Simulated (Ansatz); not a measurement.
# How many bands does the GW gap of Ba2ClF3 (P-3m1) need?, part 2 of 2

Aim: see how the G0W0 gap of Ba2ClF3 (P-3m1) on LDA moves with empty bands and screening cutoff, and what each rung costs.

Ansatz 0.2.0; G0W0 on LDA, plane waves, PAW. Known limits of the many-body steps: not at the basis limit; no spin-orbit coupling; coarse k mesh.

So far. Step 4 (344 empty bands, screening to 110 eV): Against the run with 6×6×2 mesh, 159 empty bands, screening to 66 eV, the gap moves by +0.05 eV. Step 5 (Changing the k mesh: 3×3×2 mesh, 159 empty bands …): Against the run with 6×6×2 mesh, 159 empty bands, screening to 66 eV, the gap moves by +0.001 eV.

**6. Changing the frequency model: 6×6×2 mesh, 344 empty bands, screening to 110 eV, plasmon pole**

A plasmon pole stands in for the full frequency dependence of the screening; this run shows what that costs in accuracy. Bands and cutoff differ from the step before, so it is read against an earlier run that matches them.

Input file input.yaml:

```yaml
crystal:
  lattice:
    - [4.4976579259, 0.0, 0.0]
    - [-2.248828963, 3.8950860214, 0.0]
    - [0.0, 0.0, 7.500756]
  atoms:
    - { symbol: Ba, position: [0.66666667, 0.33333333, 0.201239] }
    - { symbol: Ba, position: [0.33333333, 0.66666667, 0.798761] }
    - { symbol: Cl, position: [0.0, 0.0, 0.5] }
    - { symbol: F, position: [0.0, 0.0, 0.0] }
    - { symbol: F, position: [0.66666667, 0.33333333, 0.835733] }
    - { symbol: F, position: [0.33333333, 0.66666667, 0.164267] }
kpoints:
  mp_grid: { grid: [6, 6, 2] }
hamiltonian:
  xc: lda
scf:
  occupations: { method: fixed }
gw:
  n_empty_bands: 344
  ecut_chi: 110.0
  qp_bands: [v2, c2]
  qp_kpoints: band_edges
  screening: { model: godby_needs }
```

Run with:

```console
$ ansatz run input.yaml --threads 8 --pin off --max-ram 18432MiB --backend cpu --events-out ev --progress --plain --runs-dir out
```

Numbers of over 12 decimals in the logs are rounded to 6 here.

The program printed:

```text
[...]
Crystal: 6 atoms, lattice volume = 131.404 Å³
Basis set: ecut = 420 eV, 2575 PW (Γ)
Bands: 30, of which v1, the nominal top of the filled ones, is band 24 counted from 1 (23 counted from 0)
Symmetry: 12 space group operations
[...]
k-points: 14 of 72
[...]
1    26     11.0328    -7.9075    -3.5968   -13.1426  0.8531    12.6843    12.6710  root
[...]
13    23      3.2207   -30.5108     5.8818   -23.1413  0.7708     1.6976     1.7330  root
    13    24      3.2207   -30.5108     5.8818   -23.1413  0.7708     1.6976     1.7330  root
    13    25     10.8190    -7.1400    -3.8800   -12.7128  0.8590    12.5333    12.5118  root
    13    26     11.2370    -6.8080    -3.8180   -12.2354  0.8555    12.8606    12.8463  root
[key lines of the parts left out:]
SCF converged after 8 iterations
Free energy (F): -14997.414810 eV
Fermi energy:    3.564318 eV
```

Run time: 5.2 min. Hardware: 8 threads of Arm Neoverse N1, shared host; peak memory 2.2 GiB.

This step gave:

```yaml
bands_summed: 368
plasmon_pole_fit_frequency: 22.44 eV
rpa_eps_infinity_on_this_mesh_eigenvalues: 2.623, 2.679, 2.679
plane_waves_in_the_screening_matrix: 337
g0w0_gap_on_the_mesh: 8.110 eV
k_of_the_valence_top: 0, 0, 0
k_of_the_conduction_bottom: 0, 0, 0
starting_gap_on_the_mesh: 5.412 eV
least_direct_g0w0_gap_on_the_computed_points: 8.110 eV
```

Against the run with 6×6×2 mesh, 344 empty bands, screening to 110 eV, the gap moves by +0.0002 eV.

**7. Changing the files and raising the bands: 6×6×2 mesh, 510 empty bands, screening to 143 eV, hard PAW files**

Other atomic data (hard PAW) test the pseudisation: the cutoff goes from 420 to 1050 eV, with the same valence electrons. Bands and screening cutoff change too, so the step is no clean test of the files.

Changes to input.yaml since step 6:

```diff
@@ -16,2 +16,3 @@
   xc: lda
+  pseudopotentials: { kind: paw, source: ansatz }
 scf:
@@ -19,6 +20,6 @@
 gw:
-  n_empty_bands: 344
-  ecut_chi: 110.0
+  n_empty_bands: 510
+  ecut_chi: 143.0
   qp_bands: [v2, c2]
   qp_kpoints: band_edges
-  screening: { model: godby_needs }
+  screening: { model: contour_deformation }
```

The program printed:

```text
[...]
Crystal: 6 atoms, lattice volume = 131.404 Å³
Basis set: ecut = 1050 eV, 10113 PW (Γ)
Bands: 30, of which v1, the nominal top of the filled ones, is band 24 counted from 1 (23 counted from 0)
Symmetry: 12 space group operations
[...]
k-points: 14 of 72
[...]
1    26     11.0913    -7.8860    -3.6951   -13.1193  0.8443    12.6481    12.6295  root
[...]
13    23      3.2828   -30.5138     5.7591   -23.1448  0.7569     1.6354     1.6729  root
    13    24      3.2828   -30.5138     5.7591   -23.1448  0.7569     1.6354     1.6729  root
    13    25     10.8787    -7.1202    -3.9802   -12.6913  0.8481    12.4902    12.4696  root
    13    26     11.2986    -6.8002    -3.9333   -12.2280  0.8449    12.8121    12.7931  root
[key lines of the parts left out:]
SCF converged after 10 iterations
Free energy (F): -14968.930505 eV
Fermi energy:    3.625098 eV
```

It took 13 min on 8 threads; peak memory 7.2 GiB.

This step gave:

```
bands summed                                 : 534
RPA ε∞ on this mesh (eigenvalues)            : 2.620, 2.675, 2.675
plane waves in the screening matrix          : 537
G0W0 gap on the mesh                         : 8.177 eV
k of the valence top                         : 0, 0, 0
k of the conduction bottom                   : 0, 0, 0
starting gap on the mesh                     : 5.409 eV
least direct G0W0 gap on the computed points : 8.177 eV
```

Against the run with 6×6×2 mesh, 344 empty bands, screening to 110 eV, the gap moves by +0.07 eV.

**8. The runs together**

Times are wall times on 8 threads of Arm Neoverse N1, shared host, good to a factor of about two.

| mesh | files | frequency | bands summed | cutoff (eV) | start (eV) | G0W0 (eV) | time | host memory (GiB) |
| --- | --- | --- | --- | --- | --- | --- | --- | --- |
| 6×6×2 | default PAW | contour deformation | 80 | 33 | 5.412 | 8.219 | 44 s | 0.56 |
| 6×6×2 | default PAW | contour deformation | 183 | 66 | 5.412 | 8.057 | 97 s | 1.0 |
| 6×6×2 | default PAW | contour deformation | 368 | 110 | 5.412 | 8.110 | 6.6 min | 2.2 |
| 3×3×2 | default PAW | contour deformation | 183 | 66 | 5.411 | 8.059 | 14 s | 0.83 |
| 6×6×2 | default PAW | plasmon pole | 368 | 110 | 5.412 | 8.110 | 5.2 min | 2.2 |
| 6×6×2 | hard PAW | contour deformation | 534 | 143 | 5.409 | 8.177 | 13 min | 7.2 |

The parts of the quasiparticle energy at the two band edges (eV; QP = start + Σx + Σc − Vxc):

| run | edge | start | Σx | Σc | Vxc | Z | QP |
| --- | --- | --- | --- | --- | --- | --- | --- |
| 80 bands | valence top | 3.45 | -21.09 | 3.25 | -16.71 | 0.80 | 2.31 |
| 80 bands | conduction bottom | 8.98 | -5.01 | -3.07 | -9.64 | 0.87 | 10.53 |
| 183 bands | valence top | 3.56 | -25.04 | 4.13 | -19.53 | 0.78 | 2.19 |
| 183 bands | conduction bottom | 8.98 | -5.01 | -3.35 | -9.64 | 0.86 | 10.25 |
| 368 bands | valence top | 3.56 | -25.04 | 3.99 | -19.53 | 0.78 | 2.06 |
| 368 bands | conduction bottom | 8.98 | -5.01 | -3.44 | -9.64 | 0.86 | 10.17 |

 Where G0W0 reorders the edges (80 bands), the two states listed lie further apart at the start than the starting gap.

**9. Summary of results**

```json
{"80 bands, 33 eV": "8.219 eV", "183 bands, 66 eV": "8.057 eV", "368 bands, 110 eV": "8.110 eV", "mesh and start": "6×6×2, LDA"}
```

**Reading.** From 80 to 368 bands the gap moves by −0.11 eV while the time grows 8.9-fold. The gap turns back along the series, so no limit is drawn from it. On the 3×3×2 mesh in place of 6×6×2 the gap differs by +0.001 eV, of which −0.001 eV is already in the start. The plasmon-pole model gives +0.0002 eV against contour deformation, 0 % of the correction. With hard PAW files and 534 bands the gap is 8.18 eV. The 6×6×2 mesh is coarse for this cell (its supercell is 15 Å along the shortest edge). The RPA ε∞ on it, from the LDA start, is 2.62 and 2.68; such meshes misread the long-range screening, most where the gap is narrow. The many-body steps are scalar-relativistic: spin-orbit coupling is not in them.

[Paths, hosts, dates, memory and timing lines, banners, echoed tables and standing remarks are left out of the program output.]

[Logs are printed without paths, hosts, clocks, repeated set-up lines and the standing remarks that a program may print on its own settings, such as how far it seeks lower states.]

[Runs of the session that timed out or met a known fault of the program may be left out.]

[Cells called generated may have been cut or substituted from an entry of the Crystallography Open Database or the Materials Project.]

[Hosts, paths, dates, database ids (printed as entryN), source tags and the programs' standing remarks are cut or masked in the printed files.]
